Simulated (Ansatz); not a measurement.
# linear Tc chain: one chain at several levels of theory, part 3 of 4

Wanted: the relaxed geometry and the open channels of the linear Tc chain, by several methods.

Ansatz 0.2.0; DFT PBE, plane waves, PAW; relaxation of a chain's period (the session's first sound run).

So far, conductance of the lead as this run defines it (G₀): step 3 (the wire at its relaxed period, level PBE, k-mesh 1×1×37) 6.00; step 5 (bands of the perfect wire, level r2SCAN, k-mesh 1×1×36) 4.50.

## Step 6: The relaxed wire

This step: DFT LDA, plane waves, PAW; relaxation of a chain's period (Ansatz 0.2.0).

The relaxation is repeated under another functional. LDA has no gradient terms and tends to overbind, so it marks the short end of the likely bond lengths.

File input.yaml:

```yaml
crystal:
  lattice:
    - [7.5, 0.0, 0.0]
    - [0.0, 7.5, 0.0]
    - [0.0, 0.0, 2.7342]
  atoms:
    - { symbol: Tc, position: [0.5, 0.5, 0.0], spin: 2.0 }
magnetization:
  spin_polarized: true
kpoints:
  mp_grid: { grid: [1, 1, 30] }
scf:
  occupations: { method: fermi_dirac, width: 0.05 }
hamiltonian:
  xc: lda
relax:
  cell: { fix: [a, b, alpha, beta, gamma] }
  max_steps: 60
```

Command:

```bash
ansatz run input.yaml --threads 4 --pin off --max-ram 8192MiB --backend cpu --events-out ev --progress --plain --runs-dir out
```

Numbers of over 12 decimals in the logs are rounded to 6 here.

The program printed:

```text
[...]
Crystal: 1 atoms, lattice volume = 153.799 Å³
Basis set: ecut = 500 eV, 3865 PW (Γ)
Bands: 13, of which v1, the nominal top of the filled ones, is band 8 counted from 1 (7 counted from 0)
Symmetry: 16 space group operations
[...]
k-points: 16 of 30
[...]
Starting moments: Σ|m| = 2 μB on 1 of 1 site
[...]
-0.242699       0.000000       0.000000
        0.000000      -0.242699       0.000000
        0.000000       0.000000      -0.005022
  P = ⅓ Tr σ = -0.1635 GPa (-1.635 kbar)
--- Relaxed structure (8 steps of the walk, 8 accepted, 1 SCFs on fresh bases) ---
[...]
cell:  # Å, volume = 119.9114 Å³
    - [7.5, 0.0, 0.0]
    - [0.0, 7.5, 0.0]
    - [0.0, 0.0, 2.131759]
  atoms:
    - { symbol: Tc, position: [0.5, 0.5, 0.0] }
[key lines of the parts left out:]
SCF converged after 8 iterations
Magnetization: -0.0000 μB (7.5000 up, 7.5000 down)
Free energy (F): -5276.375272 eV
Fermi energy:    -1.819099 eV
```

Elapsed: 12 s, on 4 threads of Arm Neoverse V1, shared host; peak memory 0.43 GiB.

The steps of the relaxation:

```
step  energy less that of the first step (eV)  largest force component (eV/Å)  pressure (GPa)  volume (Å³)
   1                                   0.0000                          0.0000           -2.17       153.80
   2                                  -0.3184                          0.0000           -2.76       146.30
   3                                  -0.6872                          0.0000           -2.69       138.80
   4                                  -1.0856                          0.0000           -3.27       131.31
   5                                  -1.4240                          0.0000           -1.63       123.81
   6                                  -1.4468                          0.0000            1.18       117.11
   7                                  -1.4807                          0.0000           -0.13       119.85
   8                                  -1.4807                          0.0000           -0.16       119.91
  9*                                  -1.4803                          0.0000           -0.16       119.91
```

Relaxation steps marked * repeat the geometry before them on a plane-wave basis chosen anew for their cell, so energy and pressure can jump there.

```
cell as run  before  after   change
      c (Å)   2.734  2.132  -22.0 %
```

Final coordinates:

```xyz
1
Lattice="7.5000 0.0000 0.0000 0.0000 7.5000 0.0000 0.0000 0.0000 2.1318" Properties=species:S:1:pos:R:3
Tc    3.7500    3.7500    0.0000
```

The cell's length comes to 2.132 Å, -1.7 % against the first run, with no moment. That is -22 % against the start, more than a small adjustment.

The cell shrank by 22.0 % in its periodic edges.

## Step 7: The wire at its relaxed period, level LDA, k-mesh 1×1×38

This step: DFT LDA, plane waves, PAW; channels and complex bands of a perfect chain (Ansatz 0.2.0).

The channels are counted again under LDA, at the period that it gave.

File input.yaml:

```yaml
crystal:
  lattice:
    - [7.5, 0.0, 0.0]
    - [0.0, 7.5, 0.0]
    - [0.0, 0.0, 2.1317589931]
  atoms:
    - { symbol: Tc, position: [0.5, 0.5, 0.0] }
kpoints:
  mp_grid: { grid: [1, 1, 38] }
  band_path: { path: ["Γ", Z], npoints: 60 }
scf:
  occupations: { method: fermi_dirac, width: 0.05 }
hamiltonian:
  xc: lda
output:
  transmission:
    e_range: [-2, 2]
    de: 0.035
    kmesh: [1, 1]
    reduced_basis: true
    leads: [[0, 0]]
  dos: { projected: true, e_range: [-6, 4] }
```

The program printed:

```text
[...]
Crystal: 1 atoms, lattice volume = 119.911 Å³
Basis set: ecut = 500 eV, 3055 PW (Γ)
Bands: 12, of which v1, the nominal top of the filled ones, is band 8 counted from 1 (7 counted from 0)
Symmetry: 16 space group operations
[...]
k-points: 20 of 38
[...]
k-point 19: bands = [... 4 lower, -6.2302, -6.2302, -0.8906, -0.8893, 1.1474, 5.1077, 8.9612, 8.9612]
--- Transmission ---
  basis      : 593 plane waves across, 3 finite elements along
  points     : 1, standing for a mesh of 1 x 1
[...]
crystal 0  : Tc1, at the sites [0, 0], period 2.1318 Å: whole cells are its period
[...]
filled         : 2.0 meV under the level at which it is neutral
    channels       : 6.000000e0 a spin
[...]
[key lines of the parts left out:]
SCF converged after 7 iterations
Free energy (F): -5276.366885 eV
Fermi energy:    -1.754227 eV
```

Elapsed: 10 s, on 4 threads; peak memory 0.47 GiB; 36 s of CPU time.

Table of open channels of the lead, one spin by energy, zero at the Fermi level:

```
energy (eV)  open channels of the lead, one spin
     -2.000                                    3
     -1.790                                    3
     -1.615                                    3
     -1.405                                    6
     -1.195                                    6
     -0.985                                    6
     -0.810                                    6
     -0.600                                    6
     -0.390                                    6
     -0.215                                    6
     -0.005                                    6
      0.205                                    6
      0.415                                    6
      0.590                                    6
      0.800                                    6
      1.010                                    4
      1.185                                    4
      1.395                                    4
      1.605                                    4
      1.815                                    4
```

At the computed energy nearest the Fermi level there are 6 channels a spin, and the thermal average gives 6.00 G₀.

## Step 8: Relaxation of atoms and period

This step: DFT PBEsol, plane waves, PAW; relaxation of a chain's period (Ansatz 0.2.0).

The relaxation is repeated under another functional. PBEsol weakens PBE's gradient terms and usually lands between LDA and PBE.

File input.yaml:

```yaml
crystal:
  lattice:
    - [7.5, 0.0, 0.0]
    - [0.0, 7.5, 0.0]
    - [0.0, 0.0, 2.7342]
  atoms:
    - { symbol: Tc, position: [0.5, 0.5, 0.0], spin: 2.0 }
magnetization:
  spin_polarized: true
kpoints:
  mp_grid: { grid: [1, 1, 30] }
scf:
  occupations: { method: fermi_dirac, width: 0.05 }
hamiltonian:
  xc: pbesol
relax:
  cell: { fix: [a, b, alpha, beta, gamma] }
  max_steps: 60
```

The program printed:

```text
[...]
Crystal: 1 atoms, lattice volume = 153.799 Å³
Basis set: ecut = 500 eV, 3865 PW (Γ), exchange–correlation on 120×120×40 points (8 copies of the dense FFT grid, shifted against one another)
Bands: 13, of which v1, the nominal top of the filled ones, is band 8 counted from 1 (7 counted from 0)
Symmetry: 16 space group operations
[...]
-0.225498       0.000000       0.000000
        0.000000      -0.225498       0.000000
        0.000000       0.000000      -0.002636
  P = ⅓ Tr σ = -0.1512 GPa (-1.512 kbar)
--- Relaxed structure (9 steps of the walk, 8 accepted, 1 SCFs on fresh bases) ---
[...]
cell:  # Å, volume = 120.7054 Å³
    - [7.5, 0.0, 0.0]
    - [0.0, 7.5, 0.0]
    - [0.0, 0.0, 2.145874]
  atoms:
    - { symbol: Tc, position: [0.5, 0.5, 0.0] }
[key lines of the parts left out:]
SCF converged after 8 iterations
Magnetization: -0.0000 μB (7.5000 up, 7.5000 down)
Free energy (F): -5332.947256 eV
Fermi energy:    -1.647640 eV
```

The job ended after 16 s (4 threads; peak memory 0.46 GiB; 60 s of CPU time).

Step by step:

```
step  energy less that of the first step (eV)  largest force component (eV/Å)  pressure (GPa)  volume (Å³)
   1                                   0.0000                          0.0000           -1.58       153.80
   2                                  -0.2184                          0.0000           -1.71       146.30
   3                                  -0.4808                          0.0000           -2.02       138.80
   4                                  -0.7263                          0.0000           -1.52       131.31
   5                                  -1.0083                          0.0000           -1.29       123.81
   6                                  -0.9604                          0.0000            1.96       116.31
   7                                  -1.0422                          0.0000           -0.34       121.17
   8                                  -1.0431                          0.0000           -0.12       120.64
   9                                  -1.0431                          0.0000           -0.15       120.71
 10*                                  -1.0428                          0.0000           -0.15       120.71
```

Relaxation steps marked * repeat the geometry before them on a plane-wave basis chosen anew for their cell, so energy and pressure can jump there. Relaxation step 6 was tried and not accepted.

```
cell as run  before  after   change
      c (Å)   2.734  2.146  -21.5 %
```

The relaxed structure:

```xyz
1
Lattice="7.5000 0.0000 0.0000 0.0000 7.5000 0.0000 0.0000 0.0000 2.1459" Properties=species:S:1:pos:R:3
Tc    3.7500    3.7500    0.0000
```

The cell's length comes to 2.146 Å, -1.0 % against the first run, with no moment. That is -22 % against the start, more than a small adjustment.

The cell shrank by 21.5 % in its periodic edges.

## Step 9: Bands of the perfect wire, level PBEsol, k-mesh 1×1×38

This step: DFT PBEsol, plane waves, PAW; channels and complex bands of a perfect chain (Ansatz 0.2.0).

The channels are counted again under PBEsol, at the period that it gave.

File input.yaml:

```yaml
crystal:
  lattice:
    - [7.5, 0.0, 0.0]
    - [0.0, 7.5, 0.0]
    - [0.0, 0.0, 2.1458741383]
  atoms:
    - { symbol: Tc, position: [0.5, 0.5, 0.0] }
kpoints:
  mp_grid: { grid: [1, 1, 38] }
  band_path: { path: ["Γ", Z], npoints: 60 }
scf:
  occupations: { method: fermi_dirac, width: 0.05 }
hamiltonian:
  xc: pbesol
output:
  transmission:
    e_range: [-2, 2]
    de: 0.035
    kmesh: [1, 1]
    reduced_basis: true
    leads: [[0, 0]]
  dos: { projected: true, e_range: [-6, 4] }
```

The program printed:

```text
[...]
Crystal: 1 atoms, lattice volume = 120.705 Å³
Basis set: ecut = 500 eV, 3055 PW (Γ)
Bands: 12, of which v1, the nominal top of the filled ones, is band 8 counted from 1 (7 counted from 0)
Symmetry: 16 space group operations
[...]
k-points: 20 of 38
[...]
k-point 19: bands = [... 4 lower, -5.9581, -5.9581, -0.7453, -0.7442, 1.2914, 5.1731, 9.1032, 9.1032]
--- Transmission ---
  basis      : 593 plane waves across, 3 finite elements along
  points     : 1, standing for a mesh of 1 x 1
[...]
crystal 0  : Tc1, at the sites [0, 0], period 2.1459 Å: whole cells are its period
[...]
filled         : 5.0 meV under the level at which it is neutral
    channels       : 6.000000e0 a spin
[...]
[key lines of the parts left out:]
SCF converged after 7 iterations
Free energy (F): -5332.939519 eV
Fermi energy:    -1.583228 eV
```

The job ended after 10 s (4 threads; peak memory 0.48 GiB).

At the computed energy nearest the Fermi level there are 6 channels a spin, and the thermal average gives 6.00 G₀.

## Step 10: Comparing the runs

Times are for 4 threads of Arm Neoverse V1, shared host. The runs compared:

```
no.   level  conductance of the lead as this run defines it (G₀)  absolute moment (μB)  time  memory (GiB)
  1     PBE                                                6.000                     0  11 s          0.48
  2  r2SCAN                                                4.500                 2.204  25 s          0.73
  3     LDA                                                6.000                     0  10 s          0.47
  4  PBEsol                                                6.000                     0  10 s          0.48
```

## Step 11: Relaxing the period, cutoff 1142.88 eV

This step: DFT PBE, plane waves, norm-conserving; relaxation of a chain's period (Ansatz 0.2.0).

The same functional on other atomic datasets tests how far the result hangs on the treatment of the cores. Against the first PBE run of this kind, the cutoff is 1142.88 eV against 500.

File input.yaml:

```yaml
crystal:
  lattice:
    - [7.5, 0.0, 0.0]
    - [0.0, 7.5, 0.0]
    - [0.0, 0.0, 2.7342]
  atoms:
    - { symbol: Tc, position: [0.5, 0.5, 0.0], spin: 2.0 }
magnetization:
  spin_polarized: true
kpoints:
  mp_grid: { grid: [1, 1, 30] }
scf:
  occupations: { method: fermi_dirac, width: 0.05 }
hamiltonian:
  xc: pbe
  pseudopotentials: { kind: nc, accuracy: standard }
relax:
  cell: { fix: [a, b, alpha, beta, gamma] }
  max_steps: 60
```

The program printed:

```text
[...]
Crystal: 1 atoms, lattice volume = 153.799 Å³
Basis set: ecut = 1142.878222 eV, 13495 PW (Γ), exchange–correlation on 180×180×64 points (8 copies of the dense FFT grid, shifted against one another)
Bands: 13, of which v1, the nominal top of the filled ones, is band 8 counted from 1 (7 counted from 0)
Symmetry: 16 space group operations
[...]
-0.238071       0.000000       0.000000
        0.000000      -0.238071       0.000000
        0.000000       0.000000       0.021763
  P = ⅓ Tr σ = -0.1515 GPa (-1.515 kbar)
--- Relaxed structure (8 steps of the walk, 7 accepted, 1 SCFs on fresh bases) ---
[...]
cell:  # Å, volume = 122.1277 Å³
    - [7.5, 0.0, 0.0]
    - [0.0, 7.5, 0.0]
    - [0.0, 0.0, 2.171159]
  atoms:
    - { symbol: Tc, position: [0.5, 0.5, 0.0] }
[key lines of the parts left out:]
SCF converged after 6 iterations
Magnetization: 0.0000 μB (7.5000 up, 7.5000 down)
Free energy (F): -2304.524580 eV
Fermi energy:    -1.587304 eV
```

Elapsed: 43 s, on 4 threads; peak memory 0.87 GiB; 2.8 min of CPU time.

The cell's length comes to 2.171 Å, +0.1 % against the first run, with no moment. That is -21 % against the start, more than a small adjustment.

## Step 12: The relaxed wire

This step: DFT PBE, plane waves, PAW; relaxation of a chain's period (Ansatz 0.2.0).

No moment formed, so a run without spin should agree; this checks it and saves time.

input.yaml, the sections that differ from step 11:

```yaml
crystal:
  lattice:
    - [7.5, 0.0, 0.0]
    - [0.0, 7.5, 0.0]
    - [0.0, 0.0, 2.7342]
  atoms:
    - { symbol: Tc, position: [0.5, 0.5, 0.0] }
hamiltonian:
  xc: pbe
# kpoints, scf, relax: as in step 11
# magnetization: removed
```

The program printed:

```text
[...]
Crystal: 1 atoms, lattice volume = 153.799 Å³
Basis set: ecut = 500 eV, 3865 PW (Γ), exchange–correlation on 120×120×40 points (8 copies of the dense FFT grid, shifted against one another)
Bands: 12, of which v1, the nominal top of the filled ones, is band 8 counted from 1 (7 counted from 0)
Symmetry: 16 space group operations
[...]
k-points: 16 of 30
[...]
--- Stress (GPa, compression-positive) ---
       -0.238332       0.000000       0.000000
        0.000000      -0.238332       0.000000
        0.000000       0.000000       0.004751
  P = ⅓ Tr σ = -0.1573 GPa (-1.573 kbar)
--- Relaxed structure (7 steps of the walk, 7 accepted, 1 SCFs on fresh bases) ---
[...]
cell:  # Å, volume = 122.0049 Å³
    - [7.5, 0.0, 0.0]
    - [0.0, 7.5, 0.0]
    - [0.0, 0.0, 2.168977]
  atoms:
    - { symbol: Tc, position: [0.5, 0.5, 0.0] }
[key lines of the parts left out:]
SCF converged after 5 iterations
Free energy (F): -5393.768498 eV
Fermi energy:    -1.608355 eV
```

Elapsed: 4.7 s, on 4 threads; peak memory 0.41 GiB.

The cell's length comes to 2.169 Å, +0.0 % against the first run, with spin left out. That is -21 % against the start, more than a small adjustment.

## Step 13: Side by side

Times are for 4 threads of Arm Neoverse V1, shared host. Results by setting:

```
no.          level  cell length along the wire (Å)  absolute moment (μB)   time  memory (GiB)
  1            PBE                           2.169                     0   15 s          0.46
  2         r2SCAN                           2.269                 2.204   46 s          0.74
  3            LDA                           2.132                     0   12 s          0.43
  4         PBEsol                           2.146                     0   16 s          0.46
  5  PBE, NC files                           2.171                     0   43 s          0.87
  6   PBE, no spin                           2.169                     0  4.7 s          0.41
```

(Continued in part 4 of 4.)

[Logs are printed without paths, hosts, clocks, repeated set-up lines and the standing remarks that a program may print on its own settings, such as how far it seeks lower states.]

[Hosts, paths, dates, database ids (printed as entryN), source tags and the programs' standing remarks are cut or masked in the printed files.]
